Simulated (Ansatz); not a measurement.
# NaSrSCl, from a guessed structure to a relaxed one

This structure for NaSrSCl is made up. Its elements were placed in a known structure type with a cell scaled to their sizes. What cell does the guess relax to, and how far off was it?

Method: DFT, PBE, plane-wave PAW, files of the set soft_1, scalar-relativistic, no spin, cell and ions relaxed at zero pressure; PAW set soft_1, in the first sound run; inputs show where later runs differ, in Ansatz 0.2.0.

## Step 1: The starting structure

The structure is tetragonal, space group P4/nmm (No. 129). The conventional cell has a = 4.312 Å, b = 4.312 Å, c = 9.806 Å, α = 90.00°, β = 90.00°, γ = 90.00°. Nearest to Sr lie 4 Cl at 2.64 Å and 4 S at 3.39 Å. Nearest to Cl lie 4 Sr at 2.64 Å. Nearest to S lie 4 Na at 2.87 Å and 4 Sr at 3.39 Å. Nearest to Na lie 4 S at 2.87 Å and 4 Na at 3.05 Å. Farther neighbours and most contacts between anions are not listed.

## Step 2: Relaxing cell and atoms

The guessed cell has no reason to be at equilibrium. It is relaxed with the atoms, within the space group of the guess.

input.yaml reads:

```yaml
crystal:
  lattice:
    - [4.312, 0.0, 0.0]
    - [0.0, 4.312, 0.0]
    - [0.0, 0.0, 9.806]
  atoms:
    - { symbol: Sr, position: [0.5, 0.0, 0.1553] }
    - { symbol: Sr, position: [0.0, 0.5, 0.8447] }
    - { symbol: Cl, position: [0.0, 0.0, 0.0] }
    - { symbol: Cl, position: [0.5, 0.5, 0.0] }
    - { symbol: S, position: [0.5, 0.0, 0.6932] }
    - { symbol: S, position: [0.0, 0.5, 0.3068] }
    - { symbol: Na, position: [0.0, 0.0, 0.5] }
    - { symbol: Na, position: [0.5, 0.5, 0.5] }
kpoints:
  mp_grid: { grid: [6, 6, 3] }
scf:
  occupations: { method: fermi_dirac, width: 0.05 }
hamiltonian:
  xc: pbe
  pseudopotentials: { kind: paw, azcp: { folder: soft_1 } }
relax:
  f_tol: 0.015
  max_steps: 70
  cell: {}
output:
  forces: true
  stress: true
```

Launch:

```bash
> ansatz run input.yaml --threads 4 --pin off --max-ram 10240MiB --backend cpu --events-out ev --progress --plain --runs-dir out
```

Numbers of over 12 decimals in the logs are rounded to 6 here.

Log:

```text
Engine: ansatz 0.2.0, aarch64-unknown-linux-gnu
Pseudopotentials: kind: paw
Pseudopotential: Sr, paw, valence charge 10, recommended cutoff 420 eV (normal), soft_1/Sr.paw.azcp
Pseudopotential: Cl, paw, valence charge 7, recommended cutoff 420 eV (normal), soft_1/Cl.paw.azcp
Pseudopotential: S, paw, valence charge 6, recommended cutoff 420 eV (normal), soft_1/S.paw.azcp
Pseudopotential: Na, paw, valence charge 9, recommended cutoff 420 eV (normal), soft_1/Na.paw.azcp
Functional definition: PBE
  parameter kappa = 0.804
  parameter beta = 0.066725
  exchange = pbe_x(kappa = kappa, mu = beta*pi^2/3)
  correlation = pbe_c(beta = beta)
Crystal: 8 atoms, lattice volume = 182.326 Å³
Basis set: ecut = 420 eV, 3521 PW (Γ), exchange–correlation on 60×60×144 points (8 copies of the dense FFT grid, shifted against one another)
Bands: 40, of which v1, the nominal top of the filled ones, is band 32 counted from 1 (31 counted from 0)
Symmetry: 16 space group operations
Space group: P4/nmm (ITA 129), of the structure as read, at distance tolerance 5.7e-5 Å
k-points: 20 of 108
Non-local potential: Sr, projectors of the file, l = 0: 3, l = 1: 2, l = 2: 2
Non-local potential: Cl, projectors of the file, l = 0: 2, l = 1: 2, l = 2: 1
Non-local potential: S, projectors of the file, l = 0: 2, l = 1: 2, l = 2: 1
Non-local potential: Na, projectors of the file, l = 0: 3, l = 1: 2, l = 2: 1
PAW form: soft (Blöchl's): semilocal exchange-correlation on the pseudo side does not see the compensation charge
PAW one-centre angular grid: Sr, 110 points (default); XC on 64 Gauss nodes
PAW one-centre angular grid: Cl, 110 points (default); XC on 64 Gauss nodes
PAW one-centre angular grid: S, 110 points (default); XC on 64 Gauss nodes
PAW one-centre angular grid: Na, 110 points (default); XC on 64 Gauss nodes
Initial density: superposition of atomic densities (chi_scale 0.1, normalization cell, long waves 51 % of neutral atoms (reshape's long-wave potential 1.51 eV rms, cloud 3.00 Å wide))
Initial wavefunctions: pseudopotential atomic-orbital guess
Functional: x = pbe(κ = 0.804, μ = 0.219515), c = pbe(β = 0.066725)
SCF iter   1: F=—  HF=-14043.488035 eV  |F-HF|=—  |Δ(HF+E_count)|=         —  Δρ=7.11e-2  dr2=4.59e1  ethr=3.10e-3  ⟨swp⟩=10.9  Hψ=4739  notcnv=0  defer=6
preconditioner: auto → Kerker (q_TF=auto, 2.291 Å⁻¹)  [metal: Δε(μ)=0.090 eV  Ē_g=8.171 eV  σ=0.050 eV  W_gap=0.39  n_scr=38 (ndim 8)  ℏωp=15.6 eV  f_vac=0.000  D(μ)=4.83/eV (n_scr^D=38)]
SCF iter   2: F=—  HF=-14040.476464 eV  |F-HF|=—  |Δ(HF+E_count)|=    3.01e0  Δρ=3.69e-2  dr2=1.53e1  ethr=3.10e-3  ⟨swp⟩=3.0  Hψ=1738  notcnv=0  defer=36
preconditioner: auto → Resta (q_TF=auto, 2.291 Å⁻¹)  ε∞=3.4  [insulator: Δε(μ)=0.171 eV  Ē_g=11.780 eV  σ=0.050 eV  W_gap=0.68  n_scr=38 (ndim 8)  ℏωp=18.2 eV  f_vac=0.000  D(μ)=1.32/eV (n_scr^D=2)  ε∞_Penn≈3.4]
SCF iter   3: F=—  HF=-14038.354531 eV  |F-HF|=—  |Δ(HF+E_count)|=    2.12e0  Δρ=1.89e-2  dr2=5.58e0  ethr=3.10e-3  ⟨swp⟩=4.7  Hψ=1557  notcnv=0  defer=36
SCF iter   4: F=—  HF=-14037.144104 eV  |F-HF|=—  |Δ(HF+E_count)|=    1.21e0  Δρ=1.08e-2  dr2=1.82e0  ethr=3.10e-3  ⟨swp⟩=4.0  Hψ=1429  notcnv=0  defer=52
SCF iter   5: F=—  HF=-14036.632543 eV  |F-HF|=—  |Δ(HF+E_count)|=   5.12e-1  Δρ=6.09e-3  dr2=3.83e-1  ethr=2.84e-3  ⟨swp⟩=4.2  Hψ=1253  notcnv=0  defer=53
SCF iter   6: F=—  HF=-14036.545842 eV  |F-HF|=—  |Δ(HF+E_count)|=   8.67e-2  Δρ=2.82e-3  dr2=6.84e-2  ethr=5.98e-4  ⟨swp⟩=3.9  Hψ=1440  notcnv=0  defer=55
SCF iter   7: F=—  HF=-14036.539802 eV  |F-HF|=—  |Δ(HF+E_count)|=   6.04e-3  Δρ=1.39e-3  dr2=2.27e-2  ethr=1.07e-4  ⟨swp⟩=3.5  Hψ=1118  notcnv=0  defer=55
SCF iter   8: F=—  HF=-14036.535652 eV  |F-HF|=—  |Δ(HF+E_count)|=   4.15e-3  Δρ=4.13e-4  dr2=2.85e-4  ethr=3.55e-5  ⟨swp⟩=4.0  Hψ=1390  notcnv=0  defer=55
SCF iter   9: F=—  HF=-14036.535795 eV  |F-HF|=—  |Δ(HF+E_count)|=   1.42e-4  Δρ=1.50e-4  dr2=2.89e-4  ethr=4.45e-7  ⟨swp⟩=2.1  Hψ=1602  notcnv=0  defer=55
SCF iter  10: F=—  HF=-14036.535732 eV  |F-HF|=—  |Δ(HF+E_count)|=   6.23e-5  Δρ=3.00e-5  dr2=4.81e-6  ethr=4.45e-7  ⟨swp⟩=2.0  Hψ=985  notcnv=0  defer=55
SCF iter  11: F=—  HF=-14036.535821 eV  |F-HF|=—  |Δ(HF+E_count)|=   8.84e-5  Δρ=6.73e-6  dr2=1.01e-7  ethr=1.56e-10  ⟨swp⟩=4.7  Hψ=4224  notcnv=0
SCF iter  12: F=-14036.535821 eV  HF=-14036.535821 eV  |F-HF|=3.67e-9  |Δ(HF+E_count)|=   8.03e-8  Δρ=2.39e-6  dr2=1.79e-8  ethr=1.56e-10  ⟨swp⟩=5.0  Hψ=2838  notcnv=0
SCF 1 converged in 12 iterations: F = -14036.535821 eV  dr2 = 1.79e-8
  greatest PAW one-centre occupation: 0.999 electrons in one spin orbital (limit 2), on the Na atom at site 7 (counted from 0), in its partial waves of l = 0
relax step   1: F+E_penalty+E_count = -14036.53582091 eV  Δ(F+E_penalty+E_count) = +0.000e0 eV  max|allowed force component| = 3.135e0 eV/Å  Δτ_max = 0.0000 Å  P = +8.590 GPa  Ω = 182.326 Å³  (12 SCF iters, dr2 threshold 1.00e-7 eV, accepted)
Crystal: 8 atoms, lattice volume = 192.308 Å³
Basis set: ecut = 420 eV, 3801 PW (Γ), exchange–correlation on 60×60×144 points (8 copies of the dense FFT grid, shifted against one another)
Initial density: handed on by an earlier stage of this run
Initial wavefunctions: those handed on with the density
iter 1 solved again at ethr=2.35e-4 eV; its pass at ethr=3.10e-3 eV (dr2=1.50e-1 eV) is discarded
SCF iter   1: F=—  HF=-14037.713383 eV  |F-HF|=—  |Δ(HF+E_count)|=         —  Δρ=8.51e-3  dr2=1.52e-1  ethr=2.35e-4  ⟨swp⟩=2.4  Hψ=4976  notcnv=0
preconditioner: auto → Resta (q_TF=auto, 2.271 Å⁻¹)  ε∞=3.0  [insulator: Δε(μ)=2.655 eV  Ē_g=12.684 eV  σ=0.050 eV  W_gap=1.00  n_scr=38 (ndim 8)  ℏωp=17.8 eV  f_vac=0.003  D(μ)=0.00/eV (n_scr^D=0)  ε∞_Penn≈3.0]
SCF iter   2: F=—  HF=-14037.678316 eV  |F-HF|=—  |Δ(HF+E_count)|=   3.51e-2  Δρ=4.29e-3  dr2=3.32e-2  ethr=2.35e-4  ⟨swp⟩=3.1  Hψ=1573  notcnv=0
SCF iter   3: F=—  HF=-14037.674342 eV  |F-HF|=—  |Δ(HF+E_count)|=   3.97e-3  Δρ=8.41e-4  dr2=1.34e-3  ethr=5.19e-5  ⟨swp⟩=2.1  Hψ=1450  notcnv=0  defer=1
SCF iter   4: F=—  HF=-14037.674997 eV  |F-HF|=—  |Δ(HF+E_count)|=   6.55e-4  Δρ=2.15e-4  dr2=1.15e-4  ethr=2.09e-6  ⟨swp⟩=2.0  Hψ=1109  notcnv=0  defer=1
SCF iter   5: F=—  HF=-14037.675179 eV  |F-HF|=—  |Δ(HF+E_count)|=   1.82e-4  Δρ=5.65e-5  dr2=8.73e-6  ethr=1.80e-7  ⟨swp⟩=2.0  Hψ=1079  notcnv=0  defer=1
SCF iter   6: F=-14037.675188 eV  HF=-14037.675188 eV  |F-HF|=1.88e-7  |Δ(HF+E_count)|=   8.79e-6  Δρ=1.50e-5  dr2=5.41e-7  ethr=1.25e-9  ⟨swp⟩=6.0  Hψ=3417  notcnv=0
SCF 2 converged in 6 iterations: F = -14037.675188 eV  dr2 = 5.41e-7
relax step   2: F+E_penalty+E_count = -14037.67518831 eV  Δ(F+E_penalty+E_count) = -1.139e0 eV  max|allowed force component| = 6.722e-1 eV/Å  Δτ_max = 0.1960 Å  P = +2.712 GPa  Ω = 192.308 Å³  energy of the carried Pulay correction = -4.166e-4 eV  (6 SCF iters, dr2 threshold 8.00e-7 eV, accepted)
Crystal: 8 atoms, lattice volume = 205.919 Å³
Basis set: ecut = 420 eV, 4027 PW (Γ), exchange–correlation on 60×60×144 points (8 copies of the dense FFT grid, shifted against one another)
iter 1 solved again at ethr=1.04e-4 eV; its pass at ethr=3.10e-3 eV (dr2=6.64e-2 eV) is discarded
SCF iter   1: F=—  HF=-14037.922186 eV  |F-HF|=—  |Δ(HF+E_count)|=         —  Δρ=4.21e-3  dr2=7.62e-2  ethr=1.04e-4  ⟨swp⟩=2.2  Hψ=4780  notcnv=0
preconditioner: auto → Resta (q_TF=auto, 2.245 Å⁻¹)  ε∞=2.8  [insulator: Δε(μ)=2.657 eV  Ē_g=12.685 eV  σ=0.050 eV  W_gap=1.00  n_scr=38 (ndim 8)  ℏωp=17.2 eV  f_vac=0.014  D(μ)=0.00/eV (n_scr^D=0)  ε∞_Penn≈2.8]
SCF iter   2: F=—  HF=-14037.902417 eV  |F-HF|=—  |Δ(HF+E_count)|=   1.98e-2  Δρ=2.17e-3  dr2=2.04e-2  ethr=1.04e-4  ⟨swp⟩=3.0  Hψ=1333  notcnv=0
SCF iter   3: F=—  HF=-14037.897493 eV  |F-HF|=—  |Δ(HF+E_count)|=   4.92e-3  Δρ=5.90e-4  dr2=1.00e-3  ethr=3.20e-5  ⟨swp⟩=3.0  Hψ=1500  notcnv=0
SCF iter   4: F=—  HF=-14037.897568 eV  |F-HF|=—  |Δ(HF+E_count)|=   7.51e-5  Δρ=1.42e-4  dr2=7.31e-5  ethr=1.57e-6  ⟨swp⟩=2.9  Hψ=1488  notcnv=0
SCF iter   5: F=—  HF=-14037.897887 eV  |F-HF|=—  |Δ(HF+E_count)|=   3.19e-4  Δρ=5.31e-5  dr2=6.66e-6  ethr=1.14e-7  ⟨swp⟩=2.0  Hψ=1077  notcnv=0
SCF iter   6: F=—  HF=-14037.897895 eV  |F-HF|=—  |Δ(HF+E_count)|=   7.75e-6  Δρ=1.92e-5  dr2=1.34e-6  ethr=1.25e-9  ⟨swp⟩=6.0  Hψ=3476  notcnv=0
SCF iter   7: F=-14037.897895 eV  HF=-14037.897895 eV  |F-HF|=6.75e-8  |Δ(HF+E_count)|=   2.98e-7  Δρ=4.50e-6  dr2=5.76e-8  ethr=1.25e-9  ⟨swp⟩=5.0  Hψ=2843  notcnv=0
SCF 3 converged in 7 iterations: F = -14037.897895 eV  dr2 = 5.76e-8
relax step   3: F+E_penalty+E_count = -14037.89789506 eV  Δ(F+E_penalty+E_count) = -2.227e-1 eV  max|allowed force component| = 4.533e-1 eV/Å  Δτ_max = 0.1965 Å  P = +0.314 GPa  Ω = 205.919 Å³  energy of the carried Pulay correction = -9.503e-4 eV  (7 SCF iters, dr2 threshold 8.00e-7 eV, accepted)
Crystal: 8 atoms, lattice volume = 204.188 Å³
Basis set: ecut = 420 eV, 4009 PW (Γ), exchange–correlation on 60×60×144 points (8 copies of the dense FFT grid, shifted against one another)
iter 1 solved again at ethr=3.01e-5 eV; its pass at ethr=3.10e-3 eV (dr2=1.93e-2 eV) is discarded
SCF iter   1: F=—  HF=-14037.942558 eV  |F-HF|=—  |Δ(HF+E_count)|=         —  Δρ=2.78e-3  dr2=2.19e-2  ethr=3.01e-5  ⟨swp⟩=2.4  Hψ=5043  notcnv=0
preconditioner: auto → Resta (q_TF=auto, 2.249 Å⁻¹)  ε∞=2.9  [insulator: Δε(μ)=2.593 eV  Ē_g=12.532 eV  σ=0.050 eV  W_gap=1.00  n_scr=38 (ndim 8)  ℏωp=17.2 eV  f_vac=0.002  D(μ)=0.00/eV (n_scr^D=0)  ε∞_Penn≈2.9]
SCF iter   2: F=—  HF=-14037.937396 eV  |F-HF|=—  |Δ(HF+E_count)|=   5.16e-3  Δρ=1.28e-3  dr2=3.24e-3  ethr=3.01e-5  ⟨swp⟩=2.2  Hψ=1230  notcnv=0
SCF iter   3: F=—  HF=-14037.937047 eV  |F-HF|=—  |Δ(HF+E_count)|=   3.49e-4  Δρ=3.36e-4  dr2=1.63e-4  ethr=5.06e-6  ⟨swp⟩=2.1  Hψ=1132  notcnv=0
SCF iter   4: F=—  HF=-14037.937393 eV  |F-HF|=—  |Δ(HF+E_count)|=   3.46e-4  Δρ=7.13e-5  dr2=1.54e-5  ethr=2.55e-7  ⟨swp⟩=2.2  Hψ=1286  notcnv=0
SCF iter   5: F=—  HF=-14037.937398 eV  |F-HF|=—  |Δ(HF+E_count)|=   5.27e-6  Δρ=2.13e-5  dr2=1.14e-6  ethr=2.41e-8  ⟨swp⟩=2.0  Hψ=1080  notcnv=0
SCF iter   6: F=-14037.937400 eV  HF=-14037.937400 eV  |F-HF|=2.06e-8  |Δ(HF+E_count)|=   1.25e-6  Δρ=5.42e-6  dr2=1.25e-7  ethr=1.25e-9  ⟨swp⟩=5.0  Hψ=3057  notcnv=0
SCF 4 converged in 6 iterations: F = -14037.937400 eV  dr2 = 1.25e-7
relax step   4: F+E_penalty+E_count = -14037.93739969 eV  Δ(F+E_penalty+E_count) = -3.950e-2 eV  max|allowed force component| = 5.039e-2 eV/Å  Δτ_max = 0.0558 Å  P = +0.068 GPa  Ω = 204.188 Å³  energy of the carried Pulay correction = -8.845e-4 eV  (6 SCF iters, dr2 threshold 8.00e-7 eV, accepted)
Crystal: 8 atoms, lattice volume = 204.180 Å³
iter 1 solved again at ethr=1.08e-6 eV; its pass at ethr=3.10e-3 eV (dr2=6.89e-4 eV) is discarded
SCF iter   1: F=—  HF=-14037.938444 eV  |F-HF|=—  |Δ(HF+E_count)|=         —  Δρ=4.27e-4  dr2=6.30e-4  ethr=1.08e-6  ⟨swp⟩=3.0  Hψ=4611  notcnv=0
preconditioner: auto → Resta (q_TF=auto, 2.249 Å⁻¹)  ε∞=2.9  [insulator: Δε(μ)=2.620 eV  Ē_g=12.550 eV  σ=0.050 eV  W_gap=1.00  n_scr=38 (ndim 8)  ℏωp=17.2 eV  f_vac=0.002  D(μ)=0.00/eV (n_scr^D=0)  ε∞_Penn≈2.9]
SCF iter   2: F=—  HF=-14037.938331 eV  |F-HF|=—  |Δ(HF+E_count)|=   1.13e-4  Δρ=2.13e-4  dr2=1.06e-4  ethr=9.84e-7  ⟨swp⟩=2.0  Hψ=1134  notcnv=0
SCF iter   3: F=—  HF=-14037.938586 eV  |F-HF|=—  |Δ(HF+E_count)|=   2.55e-4  Δρ=5.29e-5  dr2=5.56e-6  ethr=1.65e-7  ⟨swp⟩=2.0  Hψ=1219  notcnv=0
SCF iter   4: F=—  HF=-14037.938590 eV  |F-HF|=—  |Δ(HF+E_count)|=   3.22e-6  Δρ=1.26e-5  dr2=4.69e-7  ethr=8.68e-9  ⟨swp⟩=2.5  Hψ=1376  notcnv=0
SCF iter   5: F=-14037.938590 eV  HF=-14037.938590 eV  |F-HF|=1.38e-8  |Δ(HF+E_count)|=   1.58e-7  Δρ=3.93e-6  dr2=4.79e-8  ethr=2.48e-10  ⟨swp⟩=5.1  Hψ=3057  notcnv=0
SCF 5 converged in 5 iterations: F = -14037.938590 eV  dr2 = 4.79e-8
relax step   5: F+E_penalty+E_count = -14037.93858987 eV  Δ(F+E_penalty+E_count) = -1.190e-3 eV  max|allowed force component| = 5.796e-3 eV/Å  Δτ_max = 0.0082 Å  P = +0.009 GPa  Ω = 204.180 Å³  energy of the carried Pulay correction = -8.842e-4 eV  (5 SCF iters, dr2 threshold 1.59e-7 eV, accepted)
Basis set: ecut = 420 eV, 4009 PW (Γ), exchange–correlation on 64×64×144 points (8 copies of the dense FFT grid, shifted against one another)
Initial wavefunctions: pseudopotential atomic-orbital guess (no wavefunctions were taken with the density)
iter 1 solved again at ethr=7.22e-7 eV; its pass at ethr=3.10e-3 eV (dr2=4.62e-4 eV) is discarded
SCF iter   1: F=—  HF=-14037.938493 eV  |F-HF|=—  |Δ(HF+E_count)|=         —  Δρ=1.38e-4  dr2=1.43e-6  ethr=7.22e-7  ⟨swp⟩=4.2  Hψ=7114  notcnv=0
preconditioner: auto → Resta (q_TF=auto, 2.249 Å⁻¹)  ε∞=2.9  [insulator: Δε(μ)=2.625 eV  Ē_g=12.555 eV  σ=0.050 eV  W_gap=1.00  n_scr=38 (ndim 8)  ℏωp=17.2 eV  f_vac=0.003  D(μ)=0.00/eV (n_scr^D=0)  ε∞_Penn≈2.9]
SCF iter   2: F=—  HF=-14037.939331 eV  |F-HF|=—  |Δ(HF+E_count)|=   8.38e-4  Δρ=6.95e-5  dr2=3.73e-7  ethr=2.24e-9  ⟨swp⟩=3.4  Hψ=1722  notcnv=0
SCF iter   3: F=—  HF=-14037.939531 eV  |F-HF|=—  |Δ(HF+E_count)|=   2.00e-4  Δρ=5.59e-6  dr2=3.31e-8  ethr=5.82e-10  ⟨swp⟩=2.0  Hψ=1440  notcnv=0
SCF iter   4: F=—  HF=-14037.939532 eV  |F-HF|=—  |Δ(HF+E_count)|=   6.47e-7  Δρ=1.06e-6  dr2=2.52e-9  ethr=5.17e-11  ⟨swp⟩=2.0  Hψ=1080  notcnv=0
SCF iter   5: F=—  HF=-14037.939532 eV  |F-HF|=—  |Δ(HF+E_count)|=   7.27e-9  Δρ=2.70e-7  dr2=2.17e-10  ethr=3.94e-12  ⟨swp⟩=2.0  Hψ=1080  notcnv=0
SCF iter   6: F=-14037.939532 eV  HF=-14037.939532 eV  |F-HF|=1.09e-11  |Δ(HF+E_count)|=  9.28e-10  Δρ=1.16e-7  dr2=2.71e-11  ethr=1.00e-12  ⟨swp⟩=5.2  Hψ=3190  notcnv=0
SCF 6 converged in 6 iterations: F = -14037.939532 eV  dr2 = 2.71e-11
relax step   6: F+E_penalty+E_count = -14037.93953197 eV  Δ(F+E_penalty+E_count) = -9.421e-4 eV  max|allowed force component| = 5.834e-3 eV/Å  Δτ_max = 0.0000 Å  P = +0.010 GPa  Ω = 204.180 Å³  stress off target by 2.80e-2 GPa  SCF on the basis re-selected at this cell (its energy is not comparable with the rows above)  (6 SCF iters)
basis re-selected at this cell: Δ(F+E_penalty+E_count) = -9.421e-4 eV, ΔP = +0.002 GPa vs the last step (what re-selecting the basis moved, of the pressure what is left beyond the Pulay correction that the steps carried, after the strain that the cell walked since its last selection, with what the two solves' SCF thresholds leave and, on support functions, any second-order correction that the steps lacked; it is no measure of the basis error at this ecutwfc). The dense FFT grid was sized anew with the basis: this SCF ran on 32×32×72 points, the steps before it on 30×30×72, so part of this shift can come from that change (see relax.cell in the input reference). [rest of the remark cut]
SCF converged after 6 iterations
Free energy (F): -14037.939532 eV
Harris-Foulkes:  -14037.939532 eV  (|F-HF|=1.09e-11)
Internal energy: -14037.939532 eV  (E = F + TS)
E sigma→0 (E₀):  -14037.939532 eV
Fermi energy:    5.634619 eV
--- Per-component energies (eV) ---
  E_band       = -663.233278
  E_kinetic    = 1210.242484
  E_local      = -5063.422726  (includes V_loc(G=0)·N_el)
  E_nonlocal   = 1153.301677
  E_hartree    = 1576.293335
  E_xc         = -820.699953
  E_vxc        = -808.997498  (∫ρ·V_xc dr)
  E_paw        = -8502.332977  (= ΣΔE_a)
  E_vpaw       = -306.943930  (= ΣTr[D̂ρ^β])
  E_aug_tail   = 0.000181  (compensation charges beyond the density's cutoff)
  E_ewald      = -3591.321552
  E_smearing   = -0.000000  (= −TS)
  E_closure    = -0.000000  (closes the sum)
  Σ components = -14037.939532   (vs F -14037.939532, Δ=0.00e0)
--- Forces (eV/Å), atoms counted from 1 ---
  atom   1  Sr     0.00000000     0.00000000     0.00122624
  atom   2  Sr    -0.00000000    -0.00000000    -0.00122624
  atom   3  Cl     0.00000000     0.00000000     0.00000000
  atom   4  Cl    -0.00000000    -0.00000000     0.00000000
  atom   5  S      0.00000000     0.00000000    -0.00583382
  atom   6  S     -0.00000000    -0.00000000     0.00583382
  atom   7  Na     0.00000000     0.00000000    -0.00000000
  atom   8  Na    -0.00000000    -0.00000000     0.00000000
  max |Σ_I F_I| component: 2.17e-19 eV/Å
--- Stress (GPa, compression-positive) ---
        0.028026      -0.000000       0.000000
       -0.000000       0.028026       0.000000
        0.000000       0.000000      -0.024643
  P = ⅓ Tr σ = 0.0105 GPa (0.105 kbar)
--- Relaxed structure (5 steps of the walk, 5 accepted, 1 SCFs on fresh bases) ---
  F+E_penalty+E_count = -14037.93953197 eV   max|allowed force component| = 5.834e-3 eV/Å   (the final SCF, on the basis selected at the relaxed cell)
  cell:  # Å, volume = 204.1796 Å³
    - [4.504312, 0, 0]
    - [0, 4.504312, 0]
    - [0, 0, 10.063649]
  atoms:
    - { symbol: Sr, position: [0.5, 0, 0.182924] }
    - { symbol: Sr, position: [0, 0.5, 0.817076] }
    - { symbol: Cl, position: [0, 0, 0] }
    - { symbol: Cl, position: [0.5, 0.5, 0] }
    - { symbol: S, position: [0.5, 0, 0.667796] }
    - { symbol: S, position: [0, 0.5, 0.332204] }
    - { symbol: Na, position: [0, 0, 0.500000] }
    - { symbol: Na, position: [0.5, 0.5, 0.500000] }
```

Wall time 15 s (4 threads of Arm Neoverse V1, shared host); peak memory 0.58 GiB; 54 s of CPU time.

Relaxation path:

```csv
step,energy less that of the first step (eV),largest force component (eV/Å),pressure (GPa),volume (Å³)
1,0.0000,3.1354,8.59,182.33
2,-1.1394,0.6722,2.71,192.31
3,-1.3621,0.4533,0.31,205.92
4,-1.4016,0.0504,0.07,204.19
5,-1.4028,0.0058,0.01,204.18
6*,-1.4037,0.0058,0.01,204.18
```

Relaxation steps marked * repeat the geometry before them on a plane-wave basis chosen anew for their cell, so energy and pressure can jump there.

The run keeps the 16 symmetry operations that it works with, so distortions that break them were not tested.

```csv
"conventional cell, symmetrised",before,after,change
a (Å),4.312,4.504,+4.5 %
b (Å),4.312,4.504,+4.5 %
c (Å),9.806,10.064,+2.6 %
volume (Å³/atom),22.79,25.52,+12.0 %
```

The atoms that moved most (Å, as changes of fractional coordinates times the final cell):

```csv
atom,dx,dy,dz,length
Sr2,0.000,0.000,-0.278,0.278
Sr1,0.000,0.000,0.278,0.278
S5,0.000,0.000,-0.256,0.256
S6,0.000,0.000,0.256,0.256
```

This step gave:

* free energy: -14037.9395 eV
* Fermi energy: 5.635 eV
* gap by band count: 2.624 eV
* electrons: 64
* symmetry operations: 16
* pressure: 0.01047 GPa

Shortest distances by pair of elements, guess and relaxed (not always the same contact):

```csv
pair,guess (Å),relaxed (Å)
Na–S,2.870,2.815
Cl–Sr,2.640,2.909
Cl–Cl,3.049,3.185
Na–Na,3.049,3.185
S–Sr,3.392,3.522
```

The relaxation ends with a largest force component of 0.0058 eV/Å and a pressure of 0.01 GPa.

(Part 1 of 2 ends here.)

[Logs are printed without paths, hosts, clocks, repeated set-up lines and the standing remarks that a program may print on its own settings, such as how far it seeks lower states.]

[Hosts, paths, dates, database ids (printed as entryN), source tags and the programs' standing remarks are cut or masked in the printed files.]
